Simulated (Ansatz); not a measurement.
# The perfect V wire along [110], 23 atoms a period, part 2 of 2

Wanted: the relaxed geometry and the bands of the V wire along [110], 23 atoms a period.

Ansatz 0.2.0; DFT PBE, plane waves, PAW; relaxation of a wire's period; PAW set soft_1 (the session's first sound run).

So far: Set-up; Relaxing the period.

### 2. Relaxing the period (continued)

Step by step:

```
step  energy less that of the first step (eV)  largest force component (eV/Å)  pressure (GPa)  volume (Å³)
   1                                   0.0000                          2.2559           -4.50      1017.39
   2                                  -2.3847                          0.8143           -1.38       990.56
   3                                  -2.6665                          0.3873            0.68       969.09
   4                                  -2.6432                          0.5729            0.22       943.41
   5                                  -2.7527                          0.2306            0.13       959.32
   6                                  -2.7586                          0.1006            0.05       952.31
   7                                  -2.7615                          0.0720            0.04       960.83
   8                                  -2.7654                          0.0279           -0.05       959.93
  9*                                  -2.7487                          0.0282           -0.04       959.93
```

Relaxation steps marked * repeat the geometry before them on a plane-wave basis chosen anew for their cell, so energy and pressure can jump there. Relaxation step 4 was tried and not accepted.

The run keeps the 8 symmetry operations that it works with, so distortions that break them were not tested.

| cell as run | before | after | change |
| --- | --- | --- | --- |
| c (Å) | 4.228 | 3.990 | -5.6 % |

The atoms that moved most (Å, along periodic axes as changes of fractional coordinates times the final cell, across vacuum about the mean position):

| atom | dx | dy | dz | length |
| --- | --- | --- | --- | --- |
| V7 | 0.200 | 0.000 | 0.000 | 0.200 |
| V20 | -0.200 | 0.000 | 0.000 | 0.200 |
| V15 | -0.123 | 0.152 | 0.000 | 0.195 |
| V10 | 0.123 | 0.152 | 0.000 | 0.195 |
| V17 | -0.123 | -0.152 | 0.000 | 0.195 |
| V12 | 0.123 | -0.152 | 0.000 | 0.195 |
| V18 | 0.095 | 0.143 | 0.000 | 0.172 |
| V8 | -0.095 | 0.143 | 0.000 | 0.172 |

This step gave:

```yaml
energy_at_zero_smearing: -66963.8898 eV
cell_length_along_the_wire: 3.990 Å
```

The cell's length comes to 3.990 Å with spin left out.

### 3. Bands of the perfect wire

This step: DFT PBE, plane waves, PAW; bands of a perfect wire; PAW set soft_1 (Ansatz 0.2.0).

At the relaxed period the bands are computed along the axis; those that cross an energy going forward count the channels that a perfect wire would open there.

The input, input.yaml:

```yaml
crystal:
  lattice:
    - [15.77, 0.0, 0.0]
    - [0.0, 15.257, 0.0]
    - [0.0, 0.0, 3.9896933943]
  atoms:
    - { symbol: V, position: [0.311500806, 0.5, 0.0] }
    - { symbol: V, position: [0.403633312, 0.35718183, 0.0] }
    - { symbol: V, position: [0.5, 0.224729092, 0.0] }
    - { symbol: V, position: [0.5, 0.5, 0.0] }
    - { symbol: V, position: [0.596366688, 0.35718183, 0.0] }
    - { symbol: V, position: [0.688499194, 0.5, 0.0] }
    - { symbol: V, position: [0.228308432, 0.5, 0.5] }
    - { symbol: V, position: [0.304368774, 0.370808854, 0.5] }
    - { symbol: V, position: [0.304368774, 0.629191146, 0.5] }
    - { symbol: V, position: [0.41299492, 0.232793344, 0.5] }
    - { symbol: V, position: [0.402553648, 0.5, 0.5] }
    - { symbol: V, position: [0.41299492, 0.767206656, 0.5] }
    - { symbol: V, position: [0.5, 0.363893932, 0.5] }
    - { symbol: V, position: [0.5, 0.636106068, 0.5] }
    - { symbol: V, position: [0.58700508, 0.232793344, 0.5] }
    - { symbol: V, position: [0.597446352, 0.5, 0.5] }
    - { symbol: V, position: [0.58700508, 0.767206656, 0.5] }
    - { symbol: V, position: [0.695631226, 0.370808854, 0.5] }
    - { symbol: V, position: [0.695631226, 0.629191146, 0.5] }
    - { symbol: V, position: [0.771691568, 0.5, 0.5] }
    - { symbol: V, position: [0.403633312, 0.64281817, 0.0] }
    - { symbol: V, position: [0.5, 0.775270908, 0.0] }
    - { symbol: V, position: [0.596366688, 0.64281817, 0.0] }
kpoints:
  mp_grid: { grid: [1, 1, 21] }
  band_path: { path: ["Γ", Z], npoints: 90 }
scf:
  occupations: { method: fermi_dirac, width: 0.05 }
hamiltonian:
  xc: pbe
  pseudopotentials: { kind: paw, azcp: { folder: soft_1 } }
output:
  dos: { e_range: [-5, 4] }
  write_potential: true
  write_density: true
  volumetric_format: npy
```

Run with:

```sh
$ ansatz run input.yaml --threads 4 --pin off --max-ram 16384MiB --backend cpu --events-out ev --progress --plain --runs-dir out
```

Numbers of over 12 decimals in the logs are rounded to 6 here.

The program printed:

```text
[...]
Crystal: 23 atoms, lattice volume = 959.932 Å³
Basis set: ecut = 420 eV, 18807 PW (Γ)
Bands: 180, of which v1, the nominal top of the filled ones, is band 150 counted from 1 (149 counted from 0)
Symmetry: 8 space group operations
[...]
k-points: 11 of 21
[...]
SCF iter   1: F=—  HF=-67005.432467 eV  |F-HF|=—  |Δ(HF+E_count)|=         —  Δρ=7.81e-2  dr2=4.65e2  ethr=3.10e-3  ⟨swp⟩=11.0  Hψ=9837  notcnv=0
[...]
SCF iter  14: F=-66964.026199 eV  HF=-66964.026199 eV  |F-HF|=3.61e-9  |Δ(HF+E_count)|=   1.93e-8  Δρ=8.46e-7  dr2=1.25e-8  ethr=3.34e-11  ⟨swp⟩=21.6  Hψ=8325  notcnv=0
SCF 1 converged in 14 iterations: F = -66964.026199 eV  dr2 = 1.25e-8
[...]
NSCF: frozen V_eff on 91 k-points
WARN: The output density's exchange-correlation potential varies sharply where the density is thin. Do not read a vacuum level from v_tot or v_xc, or from such a field of the output density. On a cell that repeats whose density bears no net charge and no dipole along the vacuum's axis use v_es (v_loc + v_h of the components); under efield.dipole_correction with no amplitude use v_es + v_field, which holds any externa [...]
SCF converged after 14 iterations
Free energy (F): -66964.026199 eV
[...]
Internal energy: -66963.753647 eV  (E = F + TS)
E sigma→0 (E₀):  -66963.889923 eV
Entropy (-TS):   -0.272552 eV (-11.850 meV/atom)
Fermi energy:    3.147004 eV
[...]
--- Band table (eV; the first three rows and the last of 11) ---
  k-point 0: bands = [... 146 lower, 2.9328, 3.0195, 3.0797, 3.1262, 3.1317, 3.1357, 3.2771, 3.3049, ... 26 higher]
  k-point 1: bands = [... 146 lower, 2.9574, 3.0135, 3.0960, 3.1033, 3.1235, 3.1241, 3.2626, 3.3212, ... 26 higher]
  k-point 2: bands = [... 146 lower, 2.9937, 3.0102, 3.0326, 3.0964, 3.1185, 3.1686, 3.2428, 3.3435, ... 26 higher]
  k-point 10: bands = [... 146 lower, 2.9947, 3.0662, 3.0742, 3.1623, 3.2243, 3.3062, 3.4433, 3.4803, ... 26 higher]
```

Wall time 7 min (4 threads of Arm Neoverse V1, shared host); peak memory 8.2 GiB; 28 min of CPU time.

In the SCF lines HF is the Harris–Foulkes energy and dr2 the Hartree energy of the density residual, in eV; the loop may stop once dr2 is under the threshold and the program's other checks hold. Hψ counts applications of the Hamiltonian.

Numbers from this step:

| Property | Result |
| --- | --- |
| energy at zero smearing | -66963.8899 eV |
| band gap | 0 eV |

The electronic bands at the labelled points (eV, zero at the Fermi level; # counts the bands kept):

```csv
point,#46,#47,#48,#49,#50,#51,#52,#53
Γ,-0.28,-0.21,-0.13,-0.07,-0.02,-0.02,-0.01,0.13
halfway,-0.23,-0.19,-0.04,-0.02,0.01,0.10,0.15,0.16
Z,-0.24,-0.14,-0.09,-0.07,0.01,0.08,0.16,0.30
```

Between Γ and Z the bands cross the Fermi level 7 times, so a perfect wire would conduct at least 7 G₀, with spin left out.

### 4. What came out

```json
{
 "cell length, PBE": "3.990 Å",
 "ballistic conductance by band crossings, a lower bound, PBE": "7 G₀"
}
```

What this shows: Under PBE the cell's length is 3.99 Å, and the bands cross the Fermi level 7 times between Γ and Z, which gives a perfect wire at least 7 G₀ (opposite crossings within one step of the path cancel in such a count). No spin was allowed, though thin wires with open d shells can turn magnetic.

[Logs are printed without paths, hosts, clocks, repeated set-up lines and the standing remarks that a program may print on its own settings, such as how far it seeks lower states.]

[Hosts, paths, dates, database ids (printed as entryN), source tags and the programs' standing remarks are cut or masked in the printed files.]
